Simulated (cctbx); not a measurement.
# Sc2B3Pd7: precision against data quality

Space group P6/mmm (no. 191), a = 5.2170 Å, b = 5.2170 Å, c = 13.5510 Å, α = 90.00°, β = 90.00°, γ = 120.00°.

```csv
atom,mult.,x,y,z,Ueq (Å²)
Pd1,6,1/2,0,0.6011,0.0071
Pd2,2,2/3,1/3,0,0.0118
Pd3,6,1/2,0,0.8570,0.0098
Sc1,2,0,0,0.7461,0.0178
Sc2,1,0,0,1/2,0.0128
Sc3,1,0,0,0,0.0155
B1,2,2/3,1/3,1/2,0.0350
B2,4,2/3,1/3,0.7334,0.0262
```

The model was made for the exercise: a known structure type with other elements put in, its volume estimated, not relaxed; displacement parameters are assumed.

Five simulated data sets (cctbx; Ag Kα, λ = 0.56087 Å; 4 % proportional error) differ in resolution or exposure (noise floor 15 counts in the first three, 8 in the last two). Each is refined with the right model, isotropic at 1.1 Å and anisotropic otherwise. How do the figures of merit and the uncertainties move?

| d min (Å) | top counts | ⟨I/σ⟩ (unmerged, absences included) | unique | param. (scale apart) | Rint | R1 | GooF | largest s.u. xyz (fractional) | s.u. U of B1 (Å²) | largest error (Å) |
| --- | --- | --- | --- | --- | --- | --- | --- | --- | --- | --- |
| 1.1 | 40000 | 13.1 | 77 | 12 | 0.032 | 0.0159 | 1.81 | 0.00209 | 0.0120 | 0.0102 |
| 0.84 | 40000 | 11.8 | 156 | 22 | 0.034 | 0.0120 | 0.97 | 0.00070 | 0.0048 | 0.0049 |
| 0.6 | 40000 | 9.8 | 376 | 22 | 0.039 | 0.0131 | 0.95 | 0.00053 | 0.0036 | 0.0064 |
| 0.75 | 300 | 0.9 | 210 | 22 | 0.466 | 0.0699 | 0.91 | 0.01817 | 0.0838 | 0.0615 |
| 0.75 | 3000 | 4.3 | 210 | 22 | 0.094 | 0.0244 | 0.91 | 0.00224 | 0.0146 | 0.0069 |

GooF reaches 1.81 where the model lacks something that the data hold (anisotropy at the isotropic level, for one). The s.u. of U for B1 goes 0.0120, 0.0048, 0.0036 Å² with resolution and 0.0838, 0.0146 Å² with exposure.

The 1.1 Å row also differs in its displacement model, so it isn't a clean test of resolution.

Hardware for the 0.6 Å refinement: 0.36 s on 1 thread of Arm Neoverse V2, with other jobs on the host, peak memory 0.09 GiB.

[Logs are printed without paths, hosts, clocks, repeated set-up lines and the standing remarks that a program may print on its own settings, such as how far it seeks lower states.]
